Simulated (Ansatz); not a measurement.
# Br on Mo(100): change of the work function

Wanted: Δφ(θ) for Br/Mo(100), starting from the hollow site.

Program: Ansatz 0.2.0. Level of theory: plane-wave DFT, PBE, Ansatz PAW. Results are calculated unless marked as measured.

### Step 1. Starting point

The cell holds 4 atoms: 4 Mo. Its edges and angles: a = 3.150 Å, b = 3.150 Å, c = 22.725 Å, α = 90.0°, β = 90.0°, γ = 90.0°. Vacuum lies along c.

### Step 2. The clean slab

The bare slab comes first, as the zero from which every change is counted. The two lowest layers are held at bulk places and the upper ones relax. The dipole correction removes the false field that a one-sided slab makes across the periodic vacuum, so each face gets a flat vacuum level of its own.

Contents of input.yaml:

```yaml
crystal:
  lattice:
    - [3.15, 0.0, 0.0]
    - [0.0, 3.15, 0.0]
    - [0.0, 0.0, 22.725]
  atoms:
    - { symbol: Mo, position: [0.5, 0.5, 0.396039604] }
    - { symbol: Mo, position: [0.0, 0.0, 0.4653465347] }
    - { symbol: Mo, position: [0.5, 0.5, 0.5346534653] }
    - { symbol: Mo, position: [0.0, 0.0, 0.603960396] }
kpoints:
  mp_grid: { grid: [12, 12, 1] }
hamiltonian:
  xc: pbe
scf:
  occupations: { method: fermi_dirac, width: 0.1 }
  convergence: { dr2_threshold: 1.0e-08 }
efield:
  axis: 3
  dipole_correction: true
  ramp_position: 0.97
  ramp_width: 0.06
relax:
  f_tol: 0.02
  max_steps: 60
  constraints: [{ sites: [0, 1] }]
output:
  write_potential: true
  write_density: true
  volumetric_format: npy
```

Command:

```console
$ ansatz run input.yaml --threads 8 --pin off --max-ram 16384MiB --backend cpu --events-out ev --progress --plain --runs-dir out
```

Numbers of over 12 decimals in the logs are rounded to 6 here.

The log of the run:

```text
Engine: ansatz 0.2.0, aarch64-unknown-linux-gnu
Pseudopotentials: kind: paw
Pseudopotential: Mo, paw, valence charge 14, recommended cutoff 420 eV (normal), Mo.paw.azcp
Functional definition: PBE
  parameter kappa = 0.804
  parameter beta = 0.066725
  exchange = pbe_x(kappa = kappa, mu = beta*pi^2/3)
  correlation = pbe_c(beta = beta)
Crystal: 4 atoms, lattice volume = 225.489 Å³
Basis set: ecut = 420 eV, 4451 PW (Γ), exchange–correlation on 48×48×320 points (8 copies of the dense FFT grid, shifted against one another)
Bands: 34, of which v1, the nominal top of the filled ones, is band 28 counted from 1 (27 counted from 0)
Symmetry: 8 space group operations
k-points: 28 of 144
Non-local potential: Mo, projectors of the file, l = 0: 3, l = 1: 2, l = 2: 2, l = 3: 1
PAW form: soft (Blöchl's): semilocal exchange-correlation on the pseudo side does not see the compensation charge
PAW one-centre angular grid: Mo, 590 points (default); XC on 64 Gauss nodes
Initial density: superposition of atomic densities (neutral atoms: chi_scale 0, normalization atom), corrected by the library's trained network
Initial wavefunctions: pseudopotential atomic-orbital guess
Functional: x = pbe(κ = 0.804, μ = 0.219515), c = pbe(β = 0.066725)
SCF iter   1: F=—  HF=-19819.857183 eV  |F-HF|=—  |Δ(HF+E_count)|=         —  Δρ=6.46e-3  dr2=1.68e-1  ethr=1.77e-3  p=0.000 e·Å  D=5.31e-14 V/Å  ΔV_dip=-0.00 eV  dr2_dipole=4.22e-8  V_vac-E_F(+/−)=4.13/4.13 eV  ⟨swp⟩=7.9  Hψ=4534  notcnv=0
efield: sawtooth ramp at fractional position 0.9700 (set: `efield.ramp_position`, or a place that a band, a saddle search or an elastic batch's reference lends), width 0.0600; the density the first Hamiltonian is built on has a dipole p = 0.000 e·Å; the dipole correction subtracts the counter field D = 5.31e-14 V/Å, which shifts the + side's vacuum level by -0.00 eV against the − side's; the planar-averaged density in the ramp window peaks in size at 6.3e-6 e/Å³
preconditioner: auto → LDOS  [metal: Δε(μ)=0.004 eV  Ē_g=3.404 eV  σ=0.100 eV  W_gap=0.01  n_scr=42 (ndim 8)  ℏωp=12.1 eV  f_vac=0.620  D(μ)=5.04/eV (n_scr^D=18)  β→1.0]
SCF iter   2: F=—  HF=-19819.835505 eV  |F-HF|=—  |Δ(HF+E_count)|=   2.17e-2  Δρ=3.81e-3  dr2=6.65e-2  ethr=2.99e-4  p=-0.000 e·Å  D=-4.00e-6 V/Å  ΔV_dip=0.00 eV  dr2_dipole=5.04e-8  V_vac-E_F(+/−)=3.88/3.88 eV  ⟨swp⟩=2.1  Hψ=1706  notcnv=0
SCF iter   3: F=—  HF=-19819.832405 eV  |F-HF|=—  |Δ(HF+E_count)|=   3.10e-3  Δρ=9.68e-4  dr2=4.70e-3  ethr=1.19e-4  p=0.000 e·Å  D=4.36e-7 V/Å  ΔV_dip=-0.00 eV  dr2_dipole=8.26e-9  V_vac-E_F(+/−)=3.92/3.92 eV  ⟨swp⟩=2.0  Hψ=1362  notcnv=0
SCF iter   4: F=—  HF=-19819.832388 eV  |F-HF|=—  |Δ(HF+E_count)|=   1.70e-5  Δρ=2.83e-4  dr2=4.47e-4  ethr=8.39e-6  p=0.000 e·Å  D=1.16e-6 V/Å  ΔV_dip=-0.00 eV  dr2_dipole=4.03e-12  V_vac-E_F(+/−)=3.88/3.88 eV  ⟨swp⟩=2.2  Hψ=1293  notcnv=0
SCF iter   5: F=—  HF=-19819.832356 eV  |F-HF|=—  |Δ(HF+E_count)|=   3.19e-5  Δρ=7.75e-5  dr2=1.79e-5  ethr=7.98e-7  p=0.000 e·Å  D=1.13e-6 V/Å  ΔV_dip=-0.00 eV  dr2_dipole=3.68e-11  V_vac-E_F(+/−)=3.87/3.87 eV  ⟨swp⟩=2.6  Hψ=1580  notcnv=0
SCF iter   6: F=—  HF=-19819.832368 eV  |F-HF|=—  |Δ(HF+E_count)|=   1.17e-5  Δρ=2.58e-5  dr2=3.83e-6  ethr=3.20e-8  p=0.000 e·Å  D=6.30e-7 V/Å  ΔV_dip=-0.00 eV  dr2_dipole=2.65e-11  V_vac-E_F(+/−)=3.87/3.87 eV  ⟨swp⟩=2.8  Hψ=1816  notcnv=0
SCF iter   7: F=—  HF=-19819.832426 eV  |F-HF|=—  |Δ(HF+E_count)|=   5.79e-5  Δρ=7.76e-6  dr2=1.63e-7  ethr=6.84e-9  p=0.000 e·Å  D=3.76e-7 V/Å  ΔV_dip=-0.00 eV  dr2_dipole=1.21e-12  V_vac-E_F(+/−)=3.87/3.87 eV  ⟨swp⟩=2.1  Hψ=1328  notcnv=0
SCF iter   8: F=—  HF=-19819.832426 eV  |F-HF|=—  |Δ(HF+E_count)|=   2.54e-7  Δρ=2.79e-6  dr2=1.64e-8  ethr=2.92e-10  p=0.000 e·Å  D=2.06e-7 V/Å  ΔV_dip=-0.00 eV  dr2_dipole=6.11e-13  V_vac-E_F(+/−)=3.87/3.87 eV  ⟨swp⟩=2.7  Hψ=1915  notcnv=0
SCF iter   9: F=-19819.832426 eV  HF=-19819.832426 eV  |F-HF|=1.86e-9  |Δ(HF+E_count)|=   7.13e-8  Δρ=7.77e-7  dr2=1.98e-9  ethr=1.79e-11  p=0.000 e·Å  D=7.91e-8 V/Å  ΔV_dip=-0.00 eV  dr2_dipole=7.89e-14  V_vac-E_F(+/−)=3.87/3.87 eV  ⟨swp⟩=10.3  Hψ=6785  notcnv=0
SCF 1 converged in 9 iterations: F = -19819.832426 eV  dr2 = 1.98e-9
  greatest PAW one-centre occupation: 0.998 electrons in one spin orbital (limit 2), on the Mo atom at site 3 (counted from 0), in its partial waves of l = 0
relax step   1: F+E_penalty+E_count = -19819.83242618 eV  Δ(F+E_penalty+E_count) = +0.000e0 eV  max|allowed force component| = 1.563e0 eV/Å  Δτ_max = 0.0000 Å  (9 SCF iters, accepted)
Initial density: handed on by an earlier stage of this run
Initial wavefunctions: those handed on with the density
iter 1 solved again at ethr=1.37e-3 eV; its pass at ethr=3.10e-3 eV (dr2=7.67e-1 eV) is discarded
SCF iter   1: F=—  HF=-19819.972381 eV  |F-HF|=—  |Δ(HF+E_count)|=         —  Δρ=1.17e-2  dr2=8.97e-1  ethr=1.37e-3  p=0.000 e·Å  D=2.00e-6 V/Å  ΔV_dip=-0.00 eV  dr2_dipole=1.48e-1  V_vac-E_F(+/−)=3.95/3.95 eV  ⟨swp⟩=1.7  Hψ=3994  notcnv=0
efield: sawtooth ramp at fractional position 0.9700 (set: `efield.ramp_position`, or a place that a band, a saddle search or an elastic batch's reference lends), width 0.0600; the density the first Hamiltonian is built on has a dipole p = 0.000 e·Å; the dipole correction subtracts the counter field D = 2.00e-6 V/Å, which shifts the + side's vacuum level by -0.00 eV against the − side's; the planar-averaged density in the ramp window peaks in size at 3.6e-6 e/Å³
preconditioner: auto → LDOS  [metal: Δε(μ)=0.032 eV  Ē_g=3.589 eV  σ=0.100 eV  W_gap=0.08  n_scr=42 (ndim 8)  ℏωp=12.1 eV  f_vac=0.627  D(μ)=4.75/eV (n_scr^D=14)  β→1.0]
SCF iter   2: F=—  HF=-19819.959712 eV  |F-HF|=—  |Δ(HF+E_count)|=   1.27e-2  Δρ=6.99e-3  dr2=2.69e-1  ethr=1.37e-3  p=0.002 e·Å  D=1.33e-3 V/Å  ΔV_dip=-0.03 eV  dr2_dipole=5.55e-5  V_vac-E_F(+/−)=3.83/3.86 eV  ⟨swp⟩=2.6  Hψ=1633  notcnv=0
SCF iter   3: F=—  HF=-19819.938875 eV  |F-HF|=—  |Δ(HF+E_count)|=   2.08e-2  Δρ=3.48e-3  dr2=6.96e-2  ethr=4.81e-4  p=-0.001 e·Å  D=-5.15e-4 V/Å  ΔV_dip=0.01 eV  dr2_dipole=7.95e-4  V_vac-E_F(+/−)=3.89/3.88 eV  ⟨swp⟩=2.3  Hψ=1716  notcnv=0
SCF iter   4: F=—  HF=-19819.932360 eV  |F-HF|=—  |Δ(HF+E_count)|=   6.52e-3  Δρ=5.12e-4  dr2=1.23e-3  ethr=1.24e-4  p=-0.001 e·Å  D=-4.45e-4 V/Å  ΔV_dip=0.01 eV  dr2_dipole=5.08e-6  V_vac-E_F(+/−)=3.88/3.87 eV  ⟨swp⟩=2.0  Hψ=1281  notcnv=0
SCF iter   5: F=—  HF=-19819.932182 eV  |F-HF|=—  |Δ(HF+E_count)|=   1.78e-4  Δρ=2.46e-4  dr2=3.81e-4  ethr=2.19e-6  p=-0.000 e·Å  D=-3.42e-4 V/Å  ΔV_dip=0.01 eV  dr2_dipole=1.77e-5  V_vac-E_F(+/−)=3.88/3.87 eV  ⟨swp⟩=2.1  Hψ=1355  notcnv=0
[...]
SCF iter   4: F=—  HF=-19819.995780 eV  |F-HF|=—  |Δ(HF+E_count)|=   8.36e-4  Δρ=1.70e-4  dr2=7.94e-5  ethr=1.71e-5  p=0.002 e·Å  D=1.50e-3 V/Å  ΔV_dip=-0.03 eV  dr2_dipole=3.60e-8  V_vac-E_F(+/−)=3.83/3.87 eV  ⟨swp⟩=2.1  Hψ=1234  notcnv=0
SCF iter   5: F=—  HF=-19819.995795 eV  |F-HF|=—  |Δ(HF+E_count)|=   1.50e-5  Δρ=6.33e-5  dr2=2.25e-5  ethr=1.42e-7  p=0.002 e·Å  D=1.35e-3 V/Å  ΔV_dip=-0.03 eV  dr2_dipole=2.56e-6  V_vac-E_F(+/−)=3.83/3.86 eV  ⟨swp⟩=2.6  Hψ=1573  notcnv=0
SCF iter   6: F=—  HF=-19819.995786 eV  |F-HF|=—  |Δ(HF+E_count)|=   8.14e-6  Δρ=2.10e-5  dr2=1.94e-6  ethr=4.01e-8  p=0.002 e·Å  D=1.32e-3 V/Å  ΔV_dip=-0.03 eV  dr2_dipole=1.27e-7  V_vac-E_F(+/−)=3.83/3.86 eV  ⟨swp⟩=2.1  Hψ=1228  notcnv=0
SCF iter   7: F=—  HF=-19819.995852 eV  |F-HF|=—  |Δ(HF+E_count)|=   6.59e-5  Δρ=5.33e-6  dr2=1.22e-7  ethr=3.46e-9  p=0.002 e·Å  D=1.32e-3 V/Å  ΔV_dip=-0.03 eV  dr2_dipole=4.43e-9  V_vac-E_F(+/−)=3.83/3.86 eV  ⟨swp⟩=2.4  Hψ=1596  notcnv=0
SCF iter   8: F=—  HF=-19819.995852 eV  |F-HF|=—  |Δ(HF+E_count)|=   1.00e-7  Δρ=1.60e-6  dr2=1.75e-8  ethr=2.18e-10  p=0.002 e·Å  D=1.31e-3 V/Å  ΔV_dip=-0.03 eV  dr2_dipole=3.63e-9  V_vac-E_F(+/−)=3.83/3.86 eV  ⟨swp⟩=2.8  Hψ=1764  notcnv=0
SCF iter   9: F=-19819.995852 eV  HF=-19819.995852 eV  |F-HF|=1.06e-9  |Δ(HF+E_count)|=   8.13e-9  Δρ=5.20e-7  dr2=1.68e-9  ethr=1.79e-11  p=0.002 e·Å  D=1.32e-3 V/Å  ΔV_dip=-0.03 eV  dr2_dipole=6.63e-13  V_vac-E_F(+/−)=3.83/3.86 eV  ⟨swp⟩=9.5  Hψ=6436  notcnv=0
SCF 3 converged in 9 iterations: F = -19819.995852 eV  dr2 = 1.68e-9
relax step   3: F+E_penalty+E_count = -19819.99585247 eV  Δ(F+E_penalty+E_count) = -6.360e-2 eV  max|allowed force component| = 3.074e-2 eV/Å  Δτ_max = 0.0603 Å  (9 SCF iters, accepted)
SCF iter   1: F=—  HF=-19819.996165 eV  |F-HF|=—  |Δ(HF+E_count)|=         —  Δρ=8.57e-4  dr2=8.98e-3  ethr=9.06e-5  p=0.002 e·Å  D=1.32e-3 V/Å  ΔV_dip=-0.03 eV  dr2_dipole=1.81e-3  V_vac-E_F(+/−)=3.83/3.86 eV  ⟨swp⟩=1.9  Hψ=1536  notcnv=0
efield: sawtooth ramp at fractional position 0.9700 (set: `efield.ramp_position`, or a place that a band, a saddle search or an elastic batch's reference lends), width 0.0600; the density the first Hamiltonian is built on has a dipole p = 0.002 e·Å; the dipole correction subtracts the counter field D = 1.32e-3 V/Å, which shifts the + side's vacuum level by -0.03 eV against the − side's; the planar-averaged density in the ramp window peaks in size at 1.1e-6 e/Å³
preconditioner: auto → LDOS  [metal: Δε(μ)=0.033 eV  Ē_g=3.506 eV  σ=0.100 eV  W_gap=0.08  n_scr=42 (ndim 8)  ℏωp=12.1 eV  f_vac=0.625  D(μ)=4.83/eV (n_scr^D=14)  β→1.0]
SCF iter   2: F=—  HF=-19819.996021 eV  |F-HF|=—  |Δ(HF+E_count)|=   1.44e-4  Δρ=5.39e-4  dr2=2.47e-3  ethr=1.60e-5  p=0.001 e·Å  D=1.04e-3 V/Å  ΔV_dip=-0.02 eV  dr2_dipole=2.34e-5  V_vac-E_F(+/−)=3.84/3.86 eV  ⟨swp⟩=1.2  Hψ=1182  notcnv=0
SCF iter   3: F=—  HF=-19819.995895 eV  |F-HF|=—  |Δ(HF+E_count)|=   1.26e-4  Δρ=2.39e-4  dr2=4.91e-4  ethr=4.40e-6  p=0.002 e·Å  D=1.20e-3 V/Å  ΔV_dip=-0.03 eV  dr2_dipole=2.95e-5  V_vac-E_F(+/−)=3.83/3.86 eV  ⟨swp⟩=2.0  Hψ=1265  notcnv=0
SCF iter   4: F=—  HF=-19819.995862 eV  |F-HF|=—  |Δ(HF+E_count)|=   3.34e-5  Δρ=3.09e-5  dr2=3.13e-6  ethr=8.77e-7  p=0.002 e·Å  D=1.22e-3 V/Å  ΔV_dip=-0.03 eV  dr2_dipole=6.49e-9  V_vac-E_F(+/−)=3.83/3.86 eV  ⟨swp⟩=2.3  Hψ=1244  notcnv=0
SCF iter   5: F=—  HF=-19819.995925 eV  |F-HF|=—  |Δ(HF+E_count)|=   6.35e-5  Δρ=1.41e-5  dr2=1.17e-6  ethr=5.58e-9  p=0.002 e·Å  D=1.24e-3 V/Å  ΔV_dip=-0.03 eV  dr2_dipole=4.05e-8  V_vac-E_F(+/−)=3.83/3.86 eV  ⟨swp⟩=3.4  Hψ=1792  notcnv=0
SCF iter   6: F=—  HF=-19819.995926 eV  |F-HF|=—  |Δ(HF+E_count)|=   2.80e-7  Δρ=5.13e-6  dr2=1.86e-7  ethr=2.09e-9  p=0.002 e·Å  D=1.28e-3 V/Å  ΔV_dip=-0.03 eV  dr2_dipole=5.97e-10  V_vac-E_F(+/−)=3.83/3.86 eV  ⟨swp⟩=2.1  Hψ=1172  notcnv=0
SCF iter   7: F=—  HF=-19819.995926 eV  |F-HF|=—  |Δ(HF+E_count)|=   5.29e-8  Δρ=1.57e-6  dr2=1.27e-8  ethr=3.32e-10  p=0.002 e·Å  D=1.30e-3 V/Å  ΔV_dip=-0.03 eV  dr2_dipole=2.21e-9  V_vac-E_F(+/−)=3.83/3.86 eV  ⟨swp⟩=2.1  Hψ=1377  notcnv=0
SCF iter   8: F=-19819.995926 eV  HF=-19819.995926 eV  |F-HF|=1.44e-9  |Δ(HF+E_count)|=   1.53e-8  Δρ=7.39e-7  dr2=3.56e-9  ethr=1.79e-11  p=0.002 e·Å  D=1.31e-3 V/Å  ΔV_dip=-0.03 eV  dr2_dipole=4.31e-10  V_vac-E_F(+/−)=3.83/3.86 eV  ⟨swp⟩=9.4  Hψ=6471  notcnv=0
SCF 4 converged in 8 iterations: F = -19819.995926 eV  dr2 = 3.56e-9
relax step   4: F+E_penalty+E_count = -19819.99592565 eV  Δ(F+E_penalty+E_count) = -7.318e-5 eV  max|allowed force component| = 1.546e-2 eV/Å  Δτ_max = 0.0082 Å  (8 SCF iters, accepted)
NSCF: frozen V_eff on 28 k-points
the band table was solved once a step of the walk had ended and its energy, with any forces and stress, was formed, with the checks that follow a solve (4366 applications of the Hamiltonian). They found nothing against the state; the energy, forces and stress were not computed again (output.eigenvalues in the input reference)
WARN: The output density's exchange-correlation potential varies sharply where the density is thin. Do not read a vacuum level from v_tot or v_xc, or from such a field of the output density. On a cell that repeats whose density bears no net charge and no dipole along the vacuum's axis use v_es (v_loc + v_h of the components); under efield.dipole_correction with no amplitude use v_es + v_field, which holds any externa [...]
SCF converged after 8 iterations
Free energy (F): -19819.995926 eV
Harris-Foulkes:  -19819.995926 eV  (|F-HF|=1.44e-9)
Internal energy: -19819.831584 eV  (E = F + TS)
E sigma→0 (E₀):  -19819.913755 eV
Entropy (-TS):   -0.164342 eV (-41.086 meV/atom)
Fermi energy:    3.091665 eV
Dipole field:    D = 0.001336 V/Å  (p = 0.001665 e·Å, saw-weighted, corrected)
Work function:   Φ+ = 3.8304 eV   Φ− = 3.8607 eV
Levels:          The Fermi level and band energies are counted from a zero that moves with the ramp; work functions are not
--- Per-component energies (eV) ---
  E_band       = -1200.370317
  E_kinetic    = 1757.431238
  E_local      = -61048.384609  (includes V_loc(G=0)·N_el)
  E_nonlocal   = 576.034451
  E_hartree    = 29500.156941
  E_xc         = -728.348904
  E_vxc        = -908.366798  (∫ρ·V_xc dr)
  E_paw        = -12806.173054  (= ΣΔE_a)
  E_vpaw       = -577.392229  (= ΣTr[D̂ρ^β])
  E_aug_tail   = 0.000173  (compensation charges beyond the density's cutoff)
  E_efield     = 0.000001  (sawtooth field / dipole correction)
  E_vefield    = 0.001110  (∫n·V_field dr)
  E_ewald      = 22929.452179
  E_smearing   = -0.164342  (= −TS)
  E_closure    = 0.000000  (closes the sum)
  Σ components = -19819.995926   (vs F -19819.995926, Δ=0.00e0)
--- Forces (eV/Å), atoms counted from 1 ---
  atom   1  Mo     0.00000000     0.00000000     1.65152033
  atom   2  Mo    -0.00000000     0.00000000    -1.62582744
  atom   3  Mo    -0.00000000     0.00000000    -0.01546458
  atom   4  Mo    -0.00000000     0.00000000    -0.01025977
  max |Σ_I F_I| component: 3.15e-5 eV/Å
--- Band table (eV; the first three rows and the last of 28) ---
  k-point 0: bands = [... 24 lower, 2.2590, 2.3854, 2.7744, 2.7744, 2.9609, 3.1738, 3.5683, 4.0581, ... 2 higher]
  k-point 1: bands = [... 24 lower, 2.1366, 2.5640, 2.6745, 2.8675, 3.0661, 3.2840, 3.3118, 4.2016, ... 2 higher]
  k-point 2: bands = [... 24 lower, 1.7856, 2.4339, 2.6427, 2.8755, 3.0846, 3.3152, 3.7837, 4.2707, ... 2 higher]
  k-point 27: bands = [... 24 lower, 2.0985, 2.0985, 4.6522, 4.7294, 4.7294, 4.7682, 5.2975, 5.5297, ... 2 higher]
--- Relaxed structure (4 steps of the walk, 4 accepted, 0 SCFs on fresh bases) ---
  F+E_penalty+E_count = -19819.99592565 eV   max|allowed force component| = 1.546e-2 eV/Å
  atoms:
    - { symbol: Mo, position: [0.500000, 0.500000, 0.396039604] }
    - { symbol: Mo, position: [0.0, 0.0, 0.4653465347] }
    - { symbol: Mo, position: [0.500000, 0.500000, 0.537601] }
    - { symbol: Mo, position: [-7.781659990417411e-18, 0, 0.598409] }
```

Run time: 8.3 s. Hardware: 8 threads of Arm Neoverse V2, shared host; peak memory 0.72 GiB.

Relaxation path:

```tsv
step	energy less that of the first step (eV)	largest force component (eV/Å)
1	0.0000	1.5631
2	-0.0998	1.2124
3	-0.1634	0.0307
4	-0.1635	0.0155
```

Forces are held to the 8 operations that the run works with; a distortion that breaks them can't arise in this run.

The atoms that moved most (Å):

```tsv
atom	dx	dy	dz	length
Mo4	0.000	0.000	-0.126	0.126
Mo3	0.000	0.000	0.067	0.067
```

This step gave:

```
energy at zero smearing        : -19819.9138 eV
work function, upper face      : 3.830 eV
work function, lower face      : 3.861 eV
dipole along the normal        : 0.001665 e·Å
step between the vacuum levels : -0.03037 eV
```

Running mean over 1.575 Å of the planar mean; the ramp of the sawtooth is left out. The electron's electrostatic potential energy less the Fermi level by z:

```tsv
z (Å)	electron's electrostatic potential energy less the Fermi level (eV)
3.0	3.86
3.5	3.86
4.0	3.86
4.5	3.86
5.0	3.85
5.5	3.83
6.0	3.78
6.5	3.62
7.0	3.14
7.5	1.63
8.0	-2.54
8.5	-8.12
9.0	-11.4
9.5	-12.1
10.0	-12.3
10.5	-12.3
11.0	-12.1
11.5	-12.0
12.0	-12.7
12.5	-14.0
13.0	-14.4
13.5	-12.9
14.0	-9.24
14.5	-3.63
15.0	1.07
15.5	2.98
16.0	3.54
16.5	3.73
17.0	3.80
17.5	3.82
18.0	3.83
18.5	3.83
19.0	3.83
19.5	3.83
```

The relaxation took 4 steps and lowered the energy by 0.16 eV; the largest force on the free atoms ends at 0.015 eV/Å.

The work function of the upper face is 3.83 eV.

(Continued in part 2 of 4.)

[Logs are printed without paths, hosts, clocks, repeated set-up lines and the standing remarks that a program may print on its own settings, such as how far it seeks lower states.]

[Hosts, paths, dates, database ids (printed as entryN), source tags and the programs' standing remarks are cut or masked in the printed files.]

[Maps of the electrostatic potential energy from Ansatz leave out the sawtooth potential of an applied field or a dipole correction, so their vacuum need not be flat; planar profiles and work functions include it.]
